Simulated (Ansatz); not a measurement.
# Mo wire along [110], 23 atoms a period: bands along the axis, part 2 of 2

Wanted: the relaxed geometry and the bands of the Mo wire along [110], 23 atoms a period.

Ansatz 0.2.0; DFT PBE, plane waves, PAW; relaxation of a wire's period; PAW set soft_1 (the session's first sound run).

So far: Starting point; Relaxation of atoms and period.

## (2) Relaxation of atoms and period (continued)

Relaxation path:

| step | energy less that of the first step (eV) | largest force component (eV/Å) | pressure (GPa) | volume (Å³) |
| --- | --- | --- | --- | --- |
| 1 | 0.0000 | 2.8551 | -6.11 | 1145.00 |
| 2 | -3.5670 | 0.4490 | -0.80 | 1110.14 |
| 3 | -3.4507 | 0.5723 | 1.07 | 1088.03 |
| 4 | -3.6361 | 0.5578 | -0.27 | 1093.56 |
| 5 | -3.7322 | 0.1398 | -0.05 | 1099.11 |
| 6 | -3.7393 | 0.0703 | -0.02 | 1102.66 |
| 7 | -3.7410 | 0.1338 | 0.03 | 1102.75 |
| 8 | -3.7443 | 0.0454 | 0.02 | 1103.07 |
| 9 | -3.7456 | 0.0959 | -0.06 | 1102.44 |
| 10 | -3.7507 | 0.0671 | -0.02 | 1103.40 |
| 11 | -3.7509 | 0.0487 | 0.01 | 1102.96 |
| 12 | -3.7525 | 0.0226 | -0.01 | 1102.79 |
| 13* | -3.7490 | 0.0225 | -0.01 | 1102.79 |

Relaxation steps marked * repeat the geometry before them on a plane-wave basis chosen anew for their cell, so energy and pressure can jump there. Relaxation step 3 was tried and not accepted.

Forces are held to the 8 operations that the run works with; a distortion that breaks them can't arise in this run.

```
cell as run  before  after  change
      c (Å)   4.469  4.304  -3.7 %
```

The atoms that moved most (Å, along periodic axes as changes of fractional coordinates times the final cell, across vacuum about the mean position):

| atom | dx | dy | dz | length |
| --- | --- | --- | --- | --- |
| Mo17 | -0.135 | -0.189 | 0.000 | 0.232 |
| Mo12 | 0.135 | -0.189 | 0.000 | 0.232 |
| Mo15 | -0.135 | 0.189 | 0.000 | 0.232 |
| Mo10 | 0.135 | 0.189 | 0.000 | 0.232 |
| Mo18 | -0.049 | 0.181 | 0.000 | 0.187 |
| Mo8 | 0.049 | 0.181 | 0.000 | 0.187 |
| Mo19 | -0.049 | -0.181 | 0.000 | 0.187 |
| Mo9 | 0.049 | -0.181 | 0.000 | 0.187 |

This step gave:

- energy at zero smearing: -113961.3871 eV
- cell length along the wire: 4.304 Å

The cell's length comes to 4.304 Å with spin left out.

## (3) The wire at its relaxed period

This step: DFT PBE, plane waves, PAW; bands of a perfect wire; PAW set soft_1 (Ansatz 0.2.0).

At the relaxed period the bands are computed along the axis; those that cross an energy going forward count the channels that a perfect wire would open there.

input.yaml

```yaml
crystal:
  lattice:
    - [16.28, 0.0, 0.0]
    - [0.0, 15.738, 0.0]
    - [0.0, 0.0, 4.3041741094]
  atoms:
    - { symbol: Mo, position: [0.299707543, 0.49999459, 0.0] }
    - { symbol: Mo, position: [0.399289245, 0.643434046, 0.0] }
    - { symbol: Mo, position: [0.5, 0.49999459, 0.0] }
    - { symbol: Mo, position: [0.5, 0.779352686, 0.0] }
    - { symbol: Mo, position: [0.600710755, 0.643434046, 0.0] }
    - { symbol: Mo, position: [0.700292457, 0.49999459, 0.0] }
    - { symbol: Mo, position: [0.21664596, 0.49999459, 0.5] }
    - { symbol: Mo, position: [0.308915037, 0.369504756, 0.5] }
    - { symbol: Mo, position: [0.308915037, 0.630484424, 0.5] }
    - { symbol: Mo, position: [0.411218646, 0.228047467, 0.5] }
    - { symbol: Mo, position: [0.400385898, 0.49999459, 0.5] }
    - { symbol: Mo, position: [0.411218646, 0.771941713, 0.5] }
    - { symbol: Mo, position: [0.5, 0.355893085, 0.5] }
    - { symbol: Mo, position: [0.5, 0.644096095, 0.5] }
    - { symbol: Mo, position: [0.588781354, 0.228047467, 0.5] }
    - { symbol: Mo, position: [0.599614102, 0.49999459, 0.5] }
    - { symbol: Mo, position: [0.588781354, 0.771941713, 0.5] }
    - { symbol: Mo, position: [0.691084963, 0.369504756, 0.5] }
    - { symbol: Mo, position: [0.691084963, 0.630484424, 0.5] }
    - { symbol: Mo, position: [0.78335404, 0.49999459, 0.5] }
    - { symbol: Mo, position: [0.399289245, 0.356555134, 0.0] }
    - { symbol: Mo, position: [0.5, 0.220636494, 0.0] }
    - { symbol: Mo, position: [0.600710755, 0.356555134, 0.0] }
kpoints:
  mp_grid: { grid: [1, 1, 19] }
  band_path: { path: ["Γ", Z], npoints: 90 }
scf:
  occupations: { method: fermi_dirac, width: 0.05 }
hamiltonian:
  xc: pbe
  pseudopotentials: { kind: paw, azcp: { folder: soft_1 } }
output:
  dos: { e_range: [-5, 4] }
  write_potential: true
  write_density: true
  volumetric_format: npy
```

Command:

```
ansatz run input.yaml --threads 4 --pin off --max-ram 16384MiB --backend cpu --events-out ev --progress --plain --runs-dir out
```

Numbers of over 12 decimals in the logs are rounded to 6 here.

Output:

```text
[...]
Crystal: 23 atoms, lattice volume = 1102.792 Å³
Basis set: ecut = 420 eV, 21529 PW (Γ)
Bands: 194, of which v1, the nominal top of the filled ones, is band 161 counted from 1 (160 counted from 0)
Symmetry: 8 space group operations
[...]
k-points: 10 of 19
[...]
SCF iter   1: F=—  HF=-113984.363176 eV  |F-HF|=—  |Δ(HF+E_count)|=         —  Δρ=5.97e-2  dr2=1.83e2  ethr=3.10e-3  ⟨swp⟩=10.7  Hψ=10081  notcnv=0
[...]
SCF iter  13: F=-113961.515835 eV  HF=-113961.515835 eV  |F-HF|=1.97e-8  |Δ(HF+E_count)|=   2.76e-8  Δρ=1.14e-6  dr2=3.63e-8  ethr=3.11e-11  ⟨swp⟩=14.4  Hψ=6448  notcnv=0
SCF 1 converged in 13 iterations: F = -113961.515835 eV  dr2 = 3.63e-8
[...]
NSCF: frozen V_eff on 91 k-points
WARN: The output density's exchange-correlation potential varies sharply where the density is thin. Do not read a vacuum level from v_tot or v_xc, or from such a field of the output density. On a cell that repeats whose density bears no net charge and no dipole along the vacuum's axis use v_es (v_loc + v_h of the components); under efield.dipole_correction with no amplitude use v_es + v_field, which holds any externa [...]
SCF converged after 13 iterations
Free energy (F): -113961.515835 eV
[...]
Internal energy: -113961.262845 eV  (E = F + TS)
E sigma→0 (E₀):  -113961.389340 eV
Entropy (-TS):   -0.252990 eV (-11.000 meV/atom)
Fermi energy:    4.482847 eV
[...]
--- Band table (eV; the first three rows and the last of 10) ---
  k-point 0: bands = [... 157 lower, 3.8361, 4.0445, 4.3681, 4.5081, 4.5362, 4.5373, 4.6257, 4.6597, ... 29 higher]
  k-point 1: bands = [... 157 lower, 3.8772, 4.0541, 4.3559, 4.5161, 4.5309, 4.5372, 4.6361, 4.6396, ... 29 higher]
  k-point 2: bands = [... 157 lower, 4.0002, 4.0788, 4.3246, 4.5267, 4.5355, 4.5490, 4.5796, 4.6679, ... 29 higher]
  k-point 9: bands = [... 157 lower, 3.8693, 4.2010, 4.2680, 4.2964, 4.3408, 4.5150, 4.5453, 4.6108, ... 29 higher]
```

It took 5.1 min on 4 threads of Arm Neoverse V2, shared host; peak memory 9.7 GiB.

Numbers from this step:

```
energy at zero smearing : -113961.3893 eV
band gap                : 0 eV
```

The electronic bands at the labelled points (eV, zero at the Fermi level; # counts the bands kept):

| point | #44 | #45 | #46 | #47 | #48 | #49 | #50 | #51 |
| --- | --- | --- | --- | --- | --- | --- | --- | --- |
| Γ | -0.65 | -0.44 | -0.11 | 0.03 | 0.05 | 0.05 | 0.14 | 0.18 |
| halfway | -0.15 | -0.07 | -0.02 | -0.01 | 0.04 | 0.12 | 0.13 | 0.23 |
| Z | -0.61 | -0.30 | -0.23 | -0.19 | -0.16 | 0.03 | 0.05 | 0.13 |

Between Γ and Z the bands cross the Fermi level 6 times, so a perfect wire would conduct at least 6 G₀, with spin left out.

## (4) Outcome

| Item | Value |
| --- | --- |
| cell length, PBE | 4.304 Å |
| ballistic conductance by band crossings, a lower bound, PBE | 6 G₀ |

**Reading.** Under PBE the cell's length is 4.30 Å, and the bands cross the Fermi level 6 times between Γ and Z, which gives a perfect wire at least 6 G₀ (opposite crossings within one step of the path cancel in such a count). No spin was allowed, though thin wires with open d shells can turn magnetic.

[Logs are printed without paths, hosts, clocks, repeated set-up lines and the standing remarks that a program may print on its own settings, such as how far it seeks lower states.]

[Hosts, paths, dates, database ids (printed as entryN), source tags and the programs' standing remarks are cut or masked in the printed files.]
